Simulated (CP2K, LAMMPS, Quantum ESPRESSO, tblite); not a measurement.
# Running amorphous 83SiO2-17PbO (mol %) (150 atoms) with tblite

How near does tblite come to plane waves for amorphous 83SiO2-17PbO (mol %) (150 atoms)?

Method: the method is named at each step, in tblite 0.8.0.

## (1) The starting structure

The cell holds 150 atoms: 44 Si, 9 Pb and 97 O. Cell: a = 12.944 Å, b = 12.944 Å, c = 12.944 Å, α = 90.0°, β = 90.0°, γ = 90.0°. 150 atoms (44 Si, 9 Sr, 97 O) placed at random at 2.63 g/cm³, melted at 5000 K for 10 ps at fixed volume with the Morse and Coulomb pair potential with partial charges (Pedone, Malavasi, Menziani, Cormack and Segre, J. Phys. Chem. B 110, 11780 (2006)). Quenched from 5000 K to 300 K at 50 K/ps and fixed volume, held 10 ps at zero pressure, then minimised at fixed cell. Then Sr was replaced by Pb and the cell scaled by 1.008 (the potential has no terms for the new elements, so the cell is a start for a DFT relaxation).

The yardstick, on the same geometry:

| Quantity | Value |
| --- | --- |
| method | Kohn-Sham DFT, PBE, SSSP efficiency 1.3.0 pseudopotentials, plane waves (Quantum ESPRESSO 7.5); sssp-pbe-1.3.0-efficiency, cutoffs 60/480 Ry, Γ point |
| r.m.s. force component | 0.8971 eV/Å |
| longest force | 3.839 eV/Å |
| pressure | 1.061 GPa |
| gap (highest filled to lowest empty level) | 1.931 eV |
| time | 53 min on 1 thread of Arm Neoverse V2, shared host |
| CPU time | 53 min |

## (2) GFN1-xTB

Method: GFN1-xTB tight binding, diagonalisation.

run.py reads:

```python
import numpy as np
from ase.io import read
from tblite.ase import TBLite

atoms = read("structure.xyz")
atoms.calc = TBLite(method="GFN1-xTB", electronic_temperature=580, accuracy=1.0, max_iterations=250, mixer_damping=0.4, verbosity=1)
energy = atoms.get_potential_energy()
forces = atoms.get_forces()
print(f"energy {energy:.6f} eV")
print("forces (eV/A)")
for i, (a, f) in enumerate(zip(atoms, forces)):
    print(f"{i:4d} {a.symbol:2s} {f[0]:10.5f} {f[1]:10.5f} {f[2]:10.5f}")
stress = -atoms.get_stress(voigt=False) * 160.21766
print("stress (GPa, compression positive)")
for row in stress:
    print(" ".join(f"{x:10.4f}" for x in row))
print("charges (e)")
print(np.array2string(atoms.get_charges(), precision=4, suppress_small=True, max_line_width=110, threshold=100000))
```

structure.xyz reads:

```xyz
150
Lattice="12.94388 0.00000 0.00000 0.00000 12.94388 0.00000 0.00000 0.00000 12.94388" Properties=species:S:1:pos:R:3 pbc="T T T"
Si 9.14032 3.58817 4.47405
Si 10.70692 0.04233 1.77396
Si 5.51487 2.45727 0.44333
Si 11.01201 0.01566 4.89499
Si 12.75542 1.21064 7.05338
Si 12.17048 3.44954 3.49433
Si 9.50663 6.08220 2.86435
Si 1.46434 7.31562 7.69863
Si 4.93058 7.91441 0.51555
Si 5.55525 5.77362 4.31161
Si 11.60988 2.01692 10.79468
Si 0.36605 6.16388 10.34229
Si 2.37339 3.90607 10.54137
Si 3.08517 6.25254 2.42361
Si 11.61208 3.84278 8.10649
Si 0.89119 12.61989 1.34539
Si 6.66765 3.72318 9.57122
Si 1.71959 1.66924 3.65872
Si 11.07893 10.21609 11.21587
Si 8.77867 1.55844 6.63801
Si 4.28054 1.55598 5.57842
Si 7.12392 8.11038 2.83057
Si 2.07736 10.06374 8.83899
Si 6.36930 5.34272 12.21061
Si 10.53878 7.39510 9.65329
Si 12.16052 11.56044 8.69156
Si 9.74169 6.08272 7.09221
Si 6.35570 2.84286 3.44320
Si 6.63930 5.77051 7.24987
Si 12.82350 6.65315 3.11779
Si 8.72482 1.37516 9.80577
Si 2.66346 3.41019 1.12236
Si 1.54291 0.93921 11.45404
Si 11.90889 7.62524 5.83678
Si 5.93063 10.62265 3.94051
Si 6.64966 11.85090 9.68526
Si 8.94370 7.09299 12.16323
Si 7.99155 10.13312 11.78605
Si 3.64331 12.48864 9.61174
Si 12.51414 3.61743 0.44423
Si 12.08350 6.78725 0.12814
Si 10.33569 10.32326 6.29474
Si 3.97558 2.47474 8.46051
Si 6.29823 12.44515 6.51323
Pb 4.10606 7.21026 10.14813
Pb 7.57385 12.74713 1.49657
Pb 4.70122 11.63383 0.21940
Pb 2.68780 8.39540 4.92010
Pb 10.85085 9.38069 1.98857
Pb 9.04803 3.23921 0.07805
Pb 1.58692 9.23624 12.68384
Pb 6.78453 9.14097 7.26941
Pb 1.84606 4.03202 6.41317
O 6.39363 11.76663 8.02650
O 1.49644 0.59775 0.09242
O 7.97317 2.77051 3.63723
[... 90 atom lines left out ...]
O 4.04302 6.11288 3.76667
O 12.38936 0.38430 5.68042
O 8.53636 7.38914 2.49247
O 5.91574 6.92692 8.09497
```

Started as:

```sh
$ OMP_NUM_THREADS=1 python run.py > output.txt
```

The program printed:

```text
------------------------------------------------------------
  cycle        total energy    energy error   density error
------------------------------------------------------------
      1     -520.6639618821  -5.2316085E+02   1.0641883E+00
      2     -540.7496352661  -2.0085673E+01   7.0910591E-01
      3     -554.0709130419  -1.3321278E+01   4.6367137E-01
      4     -553.0382036093   1.0327094E+00   4.3761359E-01
      5     -559.9704950925  -6.9322915E+00   1.7276463E-01
      6     -560.9739869098  -1.0034918E+00   1.1319776E-01
      7     -561.7828968043  -8.0890989E-01   2.6022839E-02
      8     -561.8307125474  -4.7815743E-02   1.1543046E-02
      9     -561.8364465790  -5.7340316E-03   5.4316243E-03
     10     -561.8384921556  -2.0455766E-03   2.6145102E-03
     11     -561.8388837080  -3.9155242E-04   1.6178520E-03
     12     -561.8390165754  -1.3286734E-04   8.9540752E-04
     13     -561.8390563675  -3.9792161E-05   5.0293861E-04
     14     -561.8390715028  -1.5135221E-05   9.4865463E-05
     15     -561.8390718909  -3.8814994E-07   4.0474783E-05
     16     -561.8390719321  -4.1203862E-08   2.6431302E-05
     17     -561.8390719619  -2.9745365E-08   7.4537504E-06
------------------------------------------------------------
 total:                                   7.164 sec
energy -15288.419871 eV
forces (eV/A)
   0 Si   -0.56453    0.76079    0.32798
   1 Si    0.58155    0.23719    0.28391
   2 Si    0.69095   -0.15762   -0.17923
   3 Si    0.66029    0.21002    0.61464
   4 Si    0.22260    0.52118    0.05598
   5 Si    0.86091    0.71232    0.02329
   6 Si    0.33322   -0.35743   -0.46210
   7 Si    0.29176    1.21748   -0.00612
   8 Si   -0.05712   -0.61772    0.59993
   9 Si    0.22893   -0.18009   -0.80098
  10 Si    0.34374    1.02175   -0.75751
  11 Si   -0.56144    0.29558    0.54335
  12 Si    0.63292   -0.04989    0.42623
  13 Si    0.27343    0.37692    0.34873
  14 Si    0.30332   -0.52215   -0.79968
  15 Si    0.15781    0.01238   -0.02901
  16 Si    0.28625   -0.45014    0.14423
  17 Si   -0.15414    1.08901   -0.72290
  18 Si   -0.10197   -1.09464   -0.97492
  19 Si    0.25927   -0.24494   -0.58743
  20 Si    0.39076    0.75314   -0.41867
  21 Si    0.45250   -0.57503    0.09125
  22 Si   -0.67664   -0.53998   -0.10013
  23 Si    0.64879   -0.50376    0.58780
[...]
142 O     0.20903    0.02322    0.74269
 143 O     0.38851    0.28774    0.24345
 144 O     0.12088   -0.02221   -0.26643
 145 O    -0.08682   -0.11494   -0.23634
 146 O    -0.38897    0.31388    0.53591
 147 O    -0.34934    0.15612   -0.80115
 148 O    -0.11537    0.49356    0.24115
 149 O    -0.31775    0.56690    0.63186
stress (GPa, compression positive)
    3.6737     0.1780    -0.1678
    0.1780     4.0991     0.5299
   -0.1678     0.5299     5.5973
charges (e)
[ 0.4909  0.3947  0.4022  0.426   0.3974  0.4805  0.4211  0.431   0.4085  0.4409  0.4779  0.482   0.4431
  0.4264  0.4224  0.3927  0.4641  0.4612  0.4193  0.4649  0.4717  0.4309  0.4024  0.4623  0.4473  0.4317
  0.4806  0.4404  0.4318  0.4756  0.4739  0.4679  0.4618  0.4597  0.374   0.4672  0.4673  0.4345  0.4672
  0.4699  0.477   0.4006  0.4795  0.4552  0.8178  0.7948  0.8065  0.809   0.8506  0.8062  0.762   0.8353
  0.7849 -0.2582 -0.2624 -0.2678 -0.4304 -0.2192 -0.2361 -0.3438 -0.2499 -0.2544 -0.2613 -0.2438 -0.2004
 -0.3793 -0.2608 -0.2597 -0.2569 -0.3335 -0.4283 -0.2604 -0.3783 -0.2518 -0.3893 -0.2443 -0.3637 -0.2297
 -0.2136 -0.4082 -0.2504 -0.2377 -0.2924 -0.2326 -0.24   -0.2545 -0.2437 -0.2213 -0.2769 -0.4101 -0.2448
 -0.2427 -0.4051 -0.2933 -0.2312 -0.2449 -0.4008 -0.2481 -0.2317 -0.2435 -0.2685 -0.2459 -0.2603 -0.2856
 -0.2456 -0.4165 -0.2833 -0.264  -0.3913 -0.2459 -0.2607 -0.254  -0.2304 -0.2439 -0.3902 -0.2824 -0.2869
 -0.241  -0.3113 -0.2369 -0.2327 -0.2455 -0.253  -0.3066 -0.2261 -0.2395 -0.2391 -0.2166 -0.2454 -0.2423
 -0.2336 -0.3798 -0.2421 -0.2731 -0.2601 -0.2388 -0.2491 -0.2074 -0.2812 -0.3248 -0.2513 -0.2384 -0.2373
 -0.2811 -0.2816 -0.2309 -0.2648 -0.2649 -0.2585 -0.4231]
```

Elapsed: 7.7 s, on 1 thread of Arm Neoverse V2, shared host; peak memory 0.18 GiB.

Banners, paths, timers and routine set-up lines are dropped from the logs unmarked, and long logs keep their key lines alone; longer cuts are marked.

Numbers from this run, and their distance from the reference:

```
r.m.s. force component                  : 0.6423 eV/Å
r.m.s. difference of force components   : 545 meV/Å
longest difference of force vectors     : 2401 meV/Å
force difference over r.m.s. force      : 60.75 %
slope of forces against the reference's : 0.5718
correlation of force components         : 0.7986
pressure                                : 4.457 GPa
pressure difference                     : 3.396 GPa
```

Length of the force difference by element (eV/Å):

```tsv
element	atoms	mean	most
O	97	0.65	1.3
Pb	9	0.74	1.4
Si	44	1.3	2.4
```

The surroundings of O60, which bears the longest force, nearest first, numbered as they follow in the input and with coordinates relative to it.

```tsv
atom	x	y	z	distance (Å)	bonds	Mulliken charge (e)	Fx	Fy	Fz (eV/Å)
O60	0.00	0.00	0.00	0.00	3	-0.34	-1.80	1.95	2.22
Si38	0.84	-0.80	-1.02	1.55	4	0.43	1.05	-1.17	-0.95
Pb46	0.42	1.82	1.63	2.48	4	0.79	-0.36	-0.88	-0.60
O116	0.09	-0.48	-2.52	2.57	2	-0.28	-0.24	0.30	-0.08
Pb47	-2.45	0.71	0.35	2.57	1	0.81	1.91	-0.82	0.45
O74	1.04	-2.40	-0.64	2.69	2	-0.25	-0.51	0.54	0.08
O123	2.39	-0.35	-1.20	2.70	2	-0.25	-0.37	0.49	0.20
Si36	-0.50	0.92	-3.12	3.30	4	0.47	0.07	-0.63	-0.72
O90	-2.72	-1.85	-0.25	3.30	1	-0.41	-0.25	2.06	-0.47
O75	-1.50	0.74	2.92	3.37	2	-0.39	0.17	0.34	-1.91
O87	-1.00	-2.77	1.68	3.39	2	-0.24	0.20	0.28	-0.49
O57	-1.10	3.24	-0.19	3.43	1	-0.43	0.14	-1.70	-0.15
O115	2.74	0.68	1.99	3.46	3	-0.39	-0.54	-1.98	-0.46
O68	-2.02	1.20	-2.58	3.49	2	-0.26	0.32	-0.01	0.52
```

Atoms are counted from 1 here, from 0 in the log.

Forces lie 61 % from the reference's, at 0.0024 times its CPU time.

## (3) Summary of results

| Item | Value |
| --- | --- |
| force difference from the reference | tblite GFN1-xTB, 61 % |
| its CPU time | 7.7 s |

**Reading.** Tight binding differs by 61 % (tblite GFN1-xTB); it is another model, with fitted parameters of its own, and the xTB methods hold dispersion. One electronic-structure run takes under half the reference's CPU time: tblite GFN1-xTB, at 61 % in 7.7 s against 53 min, too far off to be of use; its pressure misses by +3.4 GPa. Periodic xTB results under one method name differ between programs and library versions. The reference's pressure holds the uncorrected Pulay stress of its 60 Ry basis, so small pressure differences, and their order, may be the reference's own error. The quench rate of 50 K/ps is many orders above laboratory rates, so the cell is likely richer in defects and strain than a real sample. The network of bonds at the start is that of the classical potential that made the cell, and needn't be the one that DFT or experiment would give. The electronic-structure runs sample only Γ, in a cell whose shortest periodic width is 13 Å. Spin–orbit coupling is left out, which matters for the levels of the heavy elements.

[Also dropped from logs without a mark: logging warnings of Python, and SIESTA's first energy breakdown and zero terms.]

[Logs are printed without paths, hosts, clocks, repeated set-up lines and the standing remarks that a program may print on its own settings, such as how far it seeks lower states.]

[Hosts, paths, dates, database ids (printed as entryN), source tags and the programs' standing remarks are cut or masked in the printed files.]
